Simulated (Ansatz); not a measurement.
# Direct or indirect: LiCl (Fm-3m)

```xyz
2
Lattice="0.0000 2.5648 2.5648 2.5648 0.0000 2.5648 2.5648 2.5648 0.0000" Properties=species:S:1:pos:R:3 pbc="T T T"
Cl    2.5648    2.5648    2.5648
Li    0.0000    0.0000    0.0000
```

Method: Ansatz, PBE, independent particles, without spin-orbit coupling, line width 0.1 eV (Gaussian). The band structure gives a fundamental gap of 6.33 eV. The spectrum of vertical transitions near the edge:

| E (eV) | Im ε, E ∥ xyz |
| --- | --- |
| 5.88 | 0.00 |
| 6.00 | 0.00 |
| 6.12 | 0.00 |
| 6.24 | 0.02 |
| 6.36 | 0.14 |
| 6.48 | 0.32 |
| 6.60 | 0.45 |
| 6.72 | 0.55 |
| 6.84 | 0.67 |
| 6.96 | 1.00 |
| 7.08 | 1.93 |
| 7.20 | 2.95 |
| 7.32 | 4.01 |
| 7.44 | 4.50 |
| 7.56 | 4.42 |

(1) Is the gap direct or indirect, and about where do vertical transitions set in?

## Answers

(1) Direct: the band path has its least direct gap at the fundamental one, 6.33 eV, and the curves rise from there. Lines are broadened by 0.1 eV, which spreads the edge.

[Logs are printed without paths, hosts, clocks, repeated set-up lines and the standing remarks that a program may print on its own settings, such as how far it seeks lower states.]
